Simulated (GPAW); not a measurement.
# The O K excitation threshold of SiO2 (I-42d) under uniform strain

For each volume the threshold was computed as E(hole) − E(ground) plus the lowest empty eigenvalue of the hole cell (GPAW, LDA, 12-atom cell, total energies on 4×4×3 k points, the eigenvalue on 5×5×4, hole spin-paired). The values are raw, 9 eV above the value with the free atom's term for the hole's spin taken off; only their change is used. The threshold is the spectrum's zero, where absorption may be weak, not the visible edge.

| volume | ln(V/V₀) | threshold (eV) |
| --- | --- | --- |
| V × 0.94 | -0.06188 | ? |
| V × 0.97 | -0.03046 | 537.931 |
| V × 1 | +0.00000 | 537.726 |
| V × 1.03 | +0.02956 | 537.513 |
| V × 1.06 | +0.05827 | 537.295 |

**Question.** Fit a straight line in ln(V/V₀), give its slope, and predict the threshold at V × 0.94.

The means of the given rows are x̄ = +0.01434 and Ē = 537.616 eV. Σ(x − x̄)(E − Ē) = -0.03136 and Σ(x − x̄)² = 0.004374, so the slope is -7.17 eV, and the line passes the given rows within 0.007 eV. At x = -0.06188 it gives 537.616 + (-7.17) × (-0.07622) = 538.163 eV. The run gives 538.128 eV, a miss of +0.035 eV over a total move of -0.833 eV. The slope is the clamped-ion volume deformation potential of the lowest empty level of the hole cell on this mesh (the hole may pull it below the band edge) against the O 1s level, with the hole's relaxation included: the threshold falls by 0.072 eV for 1 % of expansion. The charged cell's image error also scales with the cell's size and isn't taken out.

[Hosts, paths, dates, database ids (printed as entryN), source tags and the programs' standing remarks are cut or masked in the printed files.]

[Lists of maxima count a maximum above −3 eV only where it reaches 4 % of the highest in the window and stands out from its surroundings by 2 % of it (1.5 % where it reaches 55 %); shoulders and weaker maxima are passed over, and of the rest the first, up to two pre-edge ones and the few strongest are named.]
